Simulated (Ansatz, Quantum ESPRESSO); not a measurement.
# Work function of Co(0001), 6 layers, part 4 of 6

How much energy does it take to lift an electron out of Co(0001), 6 layers, and how far do the settings matter?

Quantum ESPRESSO 7.5; plane-wave DFT, PBE, GBRV ultrasoft pseudopotentials; geometry and cross-check by Ansatz 0.2.0 with PAW datasets.

So far. Step 6 (Valence density): The density integrates to 102.000 electrons, as the 102 of the input ask. Step 7 (Projected density of states): The atomic orbitals miss 0.1 % of the occupied states; for empty states the projections can miss much more.

### 8. Self-consistent run: open boundaries by the effective screening medium

The effective screening medium with bc1 puts vacuum on both sides and removes the images along the normal. The slab must sit about z = 0, symmetry is kept, and the .esm1 file holds the planar potential.

Contents of esm.in:

```
&control
  prefix = 'esm'
  outdir = './out'
  pseudo_dir = './pseudo'
  calculation = 'scf'
  tprnfor = .true.
/
&system
  ibrav = 0
  nat = 6
  ntyp = 1
  ecutwfc = 40
  ecutrho = 200
  occupations = 'smearing'
  smearing = 'mv'
  degauss = 0.02
  assume_isolated = 'esm'
  esm_bc = 'bc1'
  nspin = 2
  starting_magnetization(1) = 0.28
/
&electrons
  conv_thr = 1e-07
  mixing_beta = 0.4
  electron_maxstep = 120
  mixing_mode = 'local-TF'
/
ATOMIC_SPECIES
  Co  58.9332  co_pbe_v1.2.uspp.F.UPF
CELL_PARAMETERS angstrom
  2.51000000000061 0.00000000000000 0.00000000000000
  1.25500000000031 2.17372376349947 0.00000000000000
  0.00000000000000 0.00000000000000 26.17805000000000
ATOMIC_POSITIONS crystal
  Co  0.666666666667 0.666666666667 -0.190969459648
  Co  -0.000000000000 0.000000000000 -0.116519648417
  Co  0.666666666667 0.666666666667 -0.038880088000
  Co  0.000000000000 0.000000000000 0.038880096600
  Co  0.666666666667 0.666666666667 0.116519653454
  Co  0.000000000000 -0.000000000000 0.190969459648
K_POINTS automatic
  12 12 1 0 0 0
```

The run is started by

```sh
OMP_NUM_THREADS=1 mpirun -n 8 pw.x -nk 8 -in esm.in > esm.out
```

Output:

```text
[banner, memory and clock lines left out]
Program PWSCF v.7.5 starts
[citation notice left out]

[...]
Message from routine setup:
[...]
bravais-lattice index     =            0
     lattice parameter (alat)  =       4.7432  a.u.
     unit-cell volume          =     963.8556 (a.u.)^3
     number of atoms/cell      =            6
     number of atomic types    =            1
     number of electrons       =       102.00
     number of Kohn-Sham states=           61
     kinetic-energy cutoff     =      40.0000  Ry
     charge density cutoff     =     200.0000  Ry
     scf convergence threshold =      1.0E-07
     mixing beta               =       0.4000
     number of iterations used =            8  local-TF  mixing
     Exchange-correlation= SLA  PW   PBE  PBE
                           (   1   4   3   4   0   0   0)

     Effective Screening Medium Method
     Boundary Conditions: Vacuum-Slab-Vacuum
     total charge in unit cell        =   0.0000
     grid points for fit at edges     =        4

[...]
PseudoPot. # 1 for Co read from file:
     ./pseudo/co_pbe_v1.2.uspp.F.UPF
     Pseudo is Ultrasoft + core correction, Zval = 17.0
     Generated by new atomic code, or converted to UPF format
     Using radial grid of  863 points,  6 beta functions with:
                l(1) =   0
                l(2) =   0
                l(3) =   1
                l(4) =   1
                l(5) =   2
                l(6) =   2
     Q(r) pseudized with  8 coefficients,  rinner =    1.200   1.200   1.200
                                                       1.200   1.200

     atomic species   valence    mass     pseudopotential
     Co               17.00    58.93320     Co( 1.00)

     Starting magnetic structure
     atomic species   magnetization
     Co              0.280

     12 Sym. Ops., with inversion, found ( 6 have fractional translation)

[...]
number of k points=    19  Marzari-Vanderbilt smearing, width (Ry)=  0.0200
[...]
Dense  grid:    46195 G-vectors     FFT dimensions: (  24,  24, 225)

     Smooth grid:    33139 G-vectors     FFT dimensions: (  24,  24, 200)

     Check: negative core charge=   -0.000034
     Generating pointlists ...
     new r_m :   0.3991 (alat units)  1.8932 (a.u.) for type    1

     Initial potential from superposition of free atoms

     starting charge      96.0000, renormalised to     102.0000

     negative rho (up, down):  6.495E-05 3.653E-05
     Starting wfcs are   78 randomized atomic wfcs

     per-process dynamical memory:    71.4 Mb

     Self-consistent Calculation

     iteration #  1     ecut=    40.00 Ry     beta= 0.40
     Davidson diagonalization with overlap
     ethr =  1.00E-02,  avg # of iterations =  4.7

     negative rho (up, down):  3.862E-02 2.975E-02

     total energy              =   -1788.30140461 Ry
     estimated scf accuracy    <      49.07430823 Ry

     total magnetization       =    12.15 Bohr mag/cell
     absolute magnetization    =    13.22 Bohr mag/cell

     iteration #  2     ecut=    40.00 Ry     beta= 0.40
[...]
negative rho (up, down):  5.870E-02 5.297E-02

[...]
total energy              =   -1786.04326036 Ry
     estimated scf accuracy    <      11.29147883 Ry

     total magnetization       =    13.85 Bohr mag/cell
     absolute magnetization    =    14.13 Bohr mag/cell

     iteration #  3     ecut=    40.00 Ry     beta= 0.40
[...]
negative rho (up, down):  5.283E-02 4.827E-02

[...]
total energy              =   -1790.62436979 Ry
     estimated scf accuracy    <       5.69256020 Ry

     total magnetization       =     9.85 Bohr mag/cell
     absolute magnetization    =    10.35 Bohr mag/cell

     iteration #  4     ecut=    40.00 Ry     beta= 0.40
[...]
negative rho (up, down):  4.684E-02 4.338E-02

[...]
total energy              =   -1790.51620510 Ry
     estimated scf accuracy    <       2.34106321 Ry

     total magnetization       =    10.16 Bohr mag/cell
     absolute magnetization    =    10.99 Bohr mag/cell

     iteration #  5     ecut=    40.00 Ry     beta= 0.40
[...]
negative rho (up, down):  4.004E-02 3.789E-02

[...]
total energy              =   -1790.59620327 Ry
     estimated scf accuracy    <       0.52296037 Ry

     total magnetization       =    10.81 Bohr mag/cell
     absolute magnetization    =    11.77 Bohr mag/cell

     iteration #  6     ecut=    40.00 Ry     beta= 0.40
[...]
negative rho (up, down):  3.839E-02 3.596E-02

[...]
total energy              =   -1790.78883162 Ry
     estimated scf accuracy    <       0.12108359 Ry

     total magnetization       =    10.84 Bohr mag/cell
     absolute magnetization    =    12.01 Bohr mag/cell

[...]
iteration # 29     ecut=    40.00 Ry     beta= 0.40
[...]
negative rho (up, down):  1.215E-03 0.000E+00

[...]
total energy              =   -1790.82496886 Ry
     estimated scf accuracy    <       0.00000508 Ry

     total magnetization       =    10.25 Bohr mag/cell
     absolute magnetization    =    11.39 Bohr mag/cell

     iteration # 30     ecut=    40.00 Ry     beta= 0.40
[...]
negative rho (up, down):  5.334E-04 4.137E-08

[...]
total energy              =   -1790.82491190 Ry
     estimated scf accuracy    <       0.00000116 Ry

     total magnetization       =    10.25 Bohr mag/cell
     absolute magnetization    =    11.39 Bohr mag/cell

     iteration # 31     ecut=    40.00 Ry     beta= 0.40
[...]
negative rho (up, down):  6.848E-05 8.521E-06

[...]
total energy              =   -1790.82489471 Ry
     estimated scf accuracy    <       0.00000033 Ry

     total magnetization       =    10.25 Bohr mag/cell
     absolute magnetization    =    11.39 Bohr mag/cell

     iteration # 32     ecut=    40.00 Ry     beta= 0.40
[...]
negative rho (up, down):  2.765E-05 1.307E-05

     Magnetic moment per site  (integrated on atomic sphere of radius R)
     atom   1 (R=0.399)  charge= 15.3927  magn=  1.8318
     atom   2 (R=0.399)  charge= 15.4659  magn=  1.7787
     atom   3 (R=0.399)  charge= 15.4420  magn=  1.7650
     atom   4 (R=0.399)  charge= 15.4420  magn=  1.7650
     atom   5 (R=0.399)  charge= 15.4659  magn=  1.7787
     atom   6 (R=0.399)  charge= 15.3927  magn=  1.8318

[...]
End of self-consistent calculation

 ------ SPIN UP ------------

          k = 0.0000 0.0000 0.0000 (  4155 PWs)   bands (ev):

  -101.2385-101.2370-101.1955-101.1721-101.1265-101.1263 -64.6057 -64.5808
   -64.4869 -64.4023 -64.3504 -64.3490 -64.3490 -64.3480 -64.3480 -64.3117
   -64.3065 -64.3065 -64.2860 -64.2860 -64.2188 -64.2188 -64.2186 -64.2186
   -13.6915 -13.0853 -12.0290 -10.9141 -10.3167 -10.1606  -7.8776  -7.8377
    -7.7546  -7.7546  -7.7115  -7.7115  -7.6938  -7.6938  -7.6730  -7.6727
    -7.5687  -7.5687  -7.4283  -7.4283  -7.3572  -7.3572  -6.9007  -6.9007
    -6.8622  -6.6709  -6.6709  -6.3666  -6.3666  -6.0980  -6.0980  -5.9612
    -5.9612  -5.9286  -5.9286  -5.3393  -4.7926

          k = 0.0000 0.0962 0.0000 (  4133 PWs)   bands (ev):

  -101.2360-101.2346-101.1933-101.1705-101.1246-101.1244 -64.5998 -64.5765
   -64.4868 -64.4088 -64.3642 -64.3587 -64.3531 -64.3519 -64.3506 -64.3194
   -64.3137 -64.3103 -64.2979 -64.2888 -64.2323 -64.2321 -64.2221 -64.2219
   -13.4544 -12.8558 -11.8119 -10.7108 -10.1383 -10.0093  -8.0406  -7.9673
    -7.8745  -7.8562  -7.7537  -7.7037  -7.6857  -7.6622  -7.6268  -7.5939
    -7.4970  -7.4867  -7.4822  -7.4115  -7.3417  -7.2657  -7.1205  -6.9541
    -6.9398  -6.7273  -6.6963  -6.4855  -6.3851  -6.3386  -6.1418  -6.1023
    -5.9482  -5.9039  -5.6582  -4.6596  -4.0147

[...]
the Fermi energy is    -4.9310 ev

!    total energy              =   -1790.82493801 Ry
     estimated scf accuracy    <       0.00000005 Ry
     smearing contrib. (-TS)   =       0.00362376 Ry
     internal energy E=F+TS    =   -1790.82856176 Ry

     The total energy is F=E-TS. E is the sum of the following terms:
     one-electron contribution =   49490.12983658 Ry
     hartree contribution      =  -24766.81231565 Ry
     xc contribution           =    -195.93300232 Ry
     ewald contribution        =  -26318.21308037 Ry

     total magnetization       =    10.25 Bohr mag/cell
     absolute magnetization    =    11.39 Bohr mag/cell

     convergence has been achieved in  32 iterations

     negative rho (up, down):  2.765E-05 1.307E-05

     Forces acting on atoms (cartesian axes, Ry/au):

     atom    1 type  1   force =     0.00000000    0.00000000    0.00167705
     atom    2 type  1   force =     0.00000000    0.00000000   -0.00192994
     atom    3 type  1   force =     0.00000000    0.00000000    0.01184773
     atom    4 type  1   force =     0.00000000    0.00000000   -0.01184773
     atom    5 type  1   force =     0.00000000    0.00000000    0.00192994
     atom    6 type  1   force =     0.00000000    0.00000000   -0.00167705

     Total force =     0.017141     Total SCF correction =     0.001905
     SCF correction compared to forces is large: reduce conv_thr to get better values

[...]
```

It took 1.9 min on 8 MPI ranks of Arm Neoverse V2, shared host; peak memory 0.99 GiB; 15 min of CPU time.

This step gave:

```
free energy                                                    : -24365.4145 eV
Fermi energy                                                   : -4.931 eV
vacuum line at the lower end of the cell, over the Fermi level : 4.931 eV
vacuum line at the upper end of the cell, over the Fermi level : 4.931 eV
```

The potential energy, planar mean oscillates, so the rows of the table below give means over windows of 2.04 Å about each position, cut where the curve ends. Its maxima inside the range that stand out by 2 % of the span (Å: eV): -4.1: -1.47, -2.0: -0.808, 0.0: -0.633, 2.0: -0.809, 4.1: -1.47. Its minima: -5.0: -26.6, -3.0: -26.6, -1.1: -26.6, 1.1: -26.6, 3.0: -26.6, 5.0: -26.6.

Electrostatic potential energy of an electron; zero at the Fermi level. Table of potential energy, planar mean by z; means over each step:

```csv
z (Å),"potential energy, planar mean (eV)"
-12.01,4.93
-9.97,4.93
-7.93,4.85
-5.89,-5.77
-3.85,-12.8
-1.81,-11.8
0.23,-11.7
2.27,-11.8
4.31,-12.7
6.35,0.670
8.39,4.90
10.43,4.93
12.47,4.93
```

The vacuum levels are read from the outermost 0.7 Å of the cell on either side.

The run needed 32 iterations to bring the estimated error under 1e-07 Ry; the largest force on any atom, held or free, is 0.30 eV/Å. The cell keeps a moment of 10.2 μB.

The upper level is 4.931 eV against 4.933 eV from the periodic run.

### 9. Self-consistent run: LDA, PseudoDojo norm-conserving

The geometry stays; functional or pseudopotentials change.

Level of this step: plane-wave DFT, LDA, PseudoDojo norm-conserving pseudopotentials (Quantum ESPRESSO 7.5).

Contents of dojo-lda.in:

```
&control
  prefix = 'dojo-lda'
  outdir = './out'
  pseudo_dir = './pseudo'
  calculation = 'scf'
  tprnfor = .true.
/
&system
  ibrav = 0
  nat = 6
  ntyp = 1
  ecutwfc = 84
  ecutrho = 336
  occupations = 'smearing'
  smearing = 'mv'
  degauss = 0.02
  nspin = 2
  starting_magnetization(1) = 0.28
/
&electrons
  conv_thr = 1e-07
  mixing_beta = 0.4
  electron_maxstep = 120
  mixing_mode = 'local-TF'
/
ATOMIC_SPECIES
  Co  58.9332  Co.dojo-sr-lda-0.4.1-standard.upf
CELL_PARAMETERS angstrom
  2.51000000000061 0.00000000000000 0.00000000000000
  1.25500000000031 2.17372376349947 0.00000000000000
  0.00000000000000 0.00000000000000 26.17805000000000
ATOMIC_POSITIONS crystal
  Co  0.666666666667 0.666666666667 0.309030536052
  Co  -0.000000000000 0.000000000000 0.383480347283
  Co  0.666666666667 0.666666666667 0.461119907700
  Co  0.000000000000 0.000000000000 0.538880092300
  Co  0.666666666667 0.666666666667 0.616519649154
  Co  0.000000000000 -0.000000000000 0.690969455348
K_POINTS automatic
  12 12 1 0 0 0
```

The run is started by

```sh
OMP_NUM_THREADS=1 mpirun -n 8 pw.x -nk 8 -in dojo-lda.in > dojo-lda.out
```

Output:

```text
[banner, memory and clock lines left out]
Program PWSCF v.7.5 starts
[citation notice left out]

[...]
Message from routine setup:
[...]
bravais-lattice index     =            0
     lattice parameter (alat)  =       4.7432  a.u.
     unit-cell volume          =     963.8556 (a.u.)^3
     number of atoms/cell      =            6
     number of atomic types    =            1
     number of electrons       =       102.00
     number of Kohn-Sham states=           61
     kinetic-energy cutoff     =      84.0000  Ry
     charge density cutoff     =     336.0000  Ry
     scf convergence threshold =      1.0E-07
     mixing beta               =       0.4000
     number of iterations used =            8  local-TF  mixing
     Exchange-correlation= SLA  PW   NOGX NOGC
                           (   1   4   0   0   0   0   0)

[...]
PseudoPot. # 1 for Co read from file:
     ./pseudo/Co.dojo-sr-lda-0.4.1-standard.upf
     Pseudo is Norm-conserving + core correction, Zval = 17.0
     Generated using ONCVPSP code by D. R. Hamann
     Using radial grid of 1372 points,  6 beta functions with:
                l(1) =   0
                l(2) =   0
                l(3) =   1
                l(4) =   1
                l(5) =   2
                l(6) =   2

     atomic species   valence    mass     pseudopotential
     Co               17.00    58.93320     Co( 1.00)

     Starting magnetic structure
     atomic species   magnetization
     Co              0.280

     12 Sym. Ops., with inversion, found ( 6 have fractional translation)

[...]
number of k points=    19  Marzari-Vanderbilt smearing, width (Ry)=  0.0200
[...]
Dense  grid:   100147 G-vectors     FFT dimensions: (  27,  27, 300)

     Generating pointlists ...
     new r_m :   0.3991 (alat units)  1.8932 (a.u.) for type    1

     Initial potential from superposition of free atoms

     starting charge     101.9986, renormalised to     102.0000

     negative rho (up, down):  2.080E-05 1.170E-05
     Starting wfcs are   60 randomized atomic wfcs +    1 random wfcs

     per-process dynamical memory:   149.4 Mb

     Self-consistent Calculation

     iteration #  1     ecut=    84.00 Ry     beta= 0.40
     Davidson diagonalization with overlap
     ethr =  1.00E-02,  avg # of iterations =  3.1

     total energy              =   -1833.52406892 Ry
     estimated scf accuracy    <       3.48827784 Ry

     total magnetization       =    12.67 Bohr mag/cell
     absolute magnetization    =    13.08 Bohr mag/cell

     iteration #  2     ecut=    84.00 Ry     beta= 0.40
[...]
total energy              =   -1833.68824821 Ry
     estimated scf accuracy    <       0.89077272 Ry

     total magnetization       =    11.49 Bohr mag/cell
     absolute magnetization    =    12.16 Bohr mag/cell

     iteration #  3     ecut=    84.00 Ry     beta= 0.40
[...]
total energy              =   -1833.78509909 Ry
     estimated scf accuracy    <       1.09771232 Ry

     total magnetization       =    10.99 Bohr mag/cell
     absolute magnetization    =    11.73 Bohr mag/cell

     iteration #  4     ecut=    84.00 Ry     beta= 0.40
[...]
total energy              =   -1833.81796126 Ry
     estimated scf accuracy    <       0.10069225 Ry

     total magnetization       =     9.86 Bohr mag/cell
     absolute magnetization    =    10.67 Bohr mag/cell

     iteration #  5     ecut=    84.00 Ry     beta= 0.40
[...]
total energy              =   -1833.81390780 Ry
     estimated scf accuracy    <       0.05507043 Ry

     total magnetization       =     9.81 Bohr mag/cell
     absolute magnetization    =    10.58 Bohr mag/cell

     iteration #  6     ecut=    84.00 Ry     beta= 0.40
[...]
total energy              =   -1833.81445196 Ry
     estimated scf accuracy    <       0.01416584 Ry

     total magnetization       =     9.84 Bohr mag/cell
     absolute magnetization    =    10.51 Bohr mag/cell

[...]
iteration # 14     ecut=    84.00 Ry     beta= 0.40
[...]
negative rho (up, down):  4.913E-04 4.419E-04

[...]
total energy              =   -1833.81029943 Ry
     estimated scf accuracy    <       0.00002418 Ry

     total magnetization       =     9.86 Bohr mag/cell
     absolute magnetization    =    10.55 Bohr mag/cell

     iteration # 15     ecut=    84.00 Ry     beta= 0.40
[...]
negative rho (up, down):  2.280E-04 2.013E-04

[...]
total energy              =   -1833.81029973 Ry
     estimated scf accuracy    <       0.00000352 Ry

     total magnetization       =     9.86 Bohr mag/cell
     absolute magnetization    =    10.55 Bohr mag/cell

     iteration # 16     ecut=    84.00 Ry     beta= 0.40
[...]
negative rho (up, down):  2.384E-06 2.319E-06

[...]
total energy              =   -1833.81030040 Ry
     estimated scf accuracy    <       0.00000120 Ry

     total magnetization       =     9.86 Bohr mag/cell
     absolute magnetization    =    10.55 Bohr mag/cell

     iteration # 17     ecut=    84.00 Ry     beta= 0.40
[...]
Magnetic moment per site  (integrated on atomic sphere of radius R)
     atom   1 (R=0.399)  charge= 15.4126  magn=  1.7304
     atom   2 (R=0.399)  charge= 15.4825  magn=  1.6812
     atom   3 (R=0.399)  charge= 15.4597  magn=  1.6611
     atom   4 (R=0.399)  charge= 15.4597  magn=  1.6611
     atom   5 (R=0.399)  charge= 15.4825  magn=  1.6812
     atom   6 (R=0.399)  charge= 15.4126  magn=  1.7304

[...]
End of self-consistent calculation

 ------ SPIN UP ------------

          k = 0.0000 0.0000 0.0000 ( 12325 PWs)   bands (ev):

   -89.3093 -89.3079 -89.2588 -89.2335 -89.1820 -89.1820 -53.1539 -53.1272
   -53.0195 -52.9242 -52.8907 -52.8907 -52.8896 -52.8896 -52.8747 -52.8424
   -52.8424 -52.8413 -52.8210 -52.8210 -52.7533 -52.7533 -52.7533 -52.7533
    -2.9337  -2.3289  -1.2714  -0.1446   0.4876   0.6673   3.0264   3.0485
     3.1610   3.1610   3.2047   3.2047   3.2214   3.2214   3.2309   3.2400
     3.3476   3.3476   3.4907   3.4907   3.5665   3.5665   3.9611   4.0394
     4.0394   4.2741   4.2741   4.5917   4.5917   4.8696   4.8696   5.0020
     5.0020   5.0357   5.0357   5.4381   5.9687

          k = 0.0000 0.0962 0.0000 ( 12412 PWs)   bands (ev):

   -89.3066 -89.3054 -89.2564 -89.2319 -89.1800 -89.1800 -53.1479 -53.1231
   -53.0197 -52.9349 -52.9051 -52.8974 -52.8951 -52.8940 -52.8768 -52.8548
   -52.8466 -52.8443 -52.8332 -52.8240 -52.7678 -52.7675 -52.7570 -52.7570
    -2.6964  -2.0991  -1.0536   0.0603   0.6695   0.8221   2.8495   2.9362
     3.0361   3.0528   3.1527   3.2072   3.2184   3.2555   3.2907   3.3237
     3.4117   3.4309   3.4355   3.5087   3.5796   3.6606   3.7684   3.9742
     3.9988   4.2108   4.2479   4.4436   4.5725   4.5774   4.7867   4.8649
     5.0148   5.0610   5.2651   6.1798   6.8041

[...]
the Fermi energy is     5.7449 ev

!    total energy              =   -1833.81030054 Ry
     estimated scf accuracy    <       0.00000008 Ry
     smearing contrib. (-TS)   =       0.00676618 Ry
     internal energy E=F+TS    =   -1833.81706672 Ry

     The total energy is F=E-TS. E is the sum of the following terms:
     one-electron contribution =  -17148.57152334 Ry
     hartree contribution      =    8598.94723284 Ry
     xc contribution           =    -333.19060770 Ry
     ewald contribution        =    7048.99783148 Ry

     total magnetization       =     9.86 Bohr mag/cell
     absolute magnetization    =    10.55 Bohr mag/cell

     convergence has been achieved in  17 iterations

     Forces acting on atoms (cartesian axes, Ry/au):

     atom    1 type  1   force =     0.00000000    0.00000000    0.02720307
     atom    2 type  1   force =     0.00000000    0.00000000   -0.00385431
     atom    3 type  1   force =     0.00000000    0.00000000    0.01133793
     atom    4 type  1   force =     0.00000000    0.00000000   -0.01133793
     atom    5 type  1   force =     0.00000000    0.00000000    0.00385431
     atom    6 type  1   force =     0.00000000    0.00000000   -0.02720307

     Total force =     0.042034     Total SCF correction =     0.000542

[...]
```

Elapsed: 2.1 min, on 8 MPI ranks; peak memory 1.8 GiB; 16 min of CPU time.

This step gave:

| Item | Value |
| --- | --- |
| free energy | -24950.2602 eV |
| Fermi energy | 5.745 eV |
| magnetization | 9.86 μB |
| absolute magnetization | 10.55 μB |
| site moments | 1.730, 1.681, 1.661, 1.661, 1.681, 1.730 μB |

### 10. Potential by pp.x

Contents of dojo-lda.pot.in:

```
&inputpp
  prefix = 'dojo-lda'
  outdir = './out'
  filplot = 'dojo-lda.pot.dat'
  plot_num = 11
/
```

The run is started by

```sh
OMP_NUM_THREADS=1 mpirun -n 8 pp.x -in dojo-lda.pot.in > dojo-lda.pot.out
```

Wall time 0.73 s (8 MPI ranks); peak memory 0.1 GiB; 5 s of CPU time.

Numbers from this step:

| Item | Value |
| --- | --- |
| work function of the upper face | 5.273 eV |
| slope of the potential above | 2.01e-4 eV/Å |
| upper vacuum line continued to the top atoms, over the Fermi level | 5.272 eV |
| work function of the lower face | 5.273 eV |
| slope of the potential below | -1.34e-4 eV/Å |
| lower vacuum line continued to the bottom atoms, over the Fermi level | 5.273 eV |

The upper face goes from 4.933 eV (PBE, GBRV) to 5.273 eV, a change of +0.341 eV.

[end of part 4 of 6]

[Logs are printed without paths, hosts, clocks, repeated set-up lines and the standing remarks that a program may print on its own settings, such as how far it seeks lower states.]

[Hosts, paths, dates, database ids (printed as entryN), source tags and the programs' standing remarks are cut or masked in the printed files.]

[Maps of the electrostatic potential energy from Ansatz leave out the sawtooth potential of an applied field or a dipole correction, so their vacuum need not be flat; planar profiles and work functions include it.]
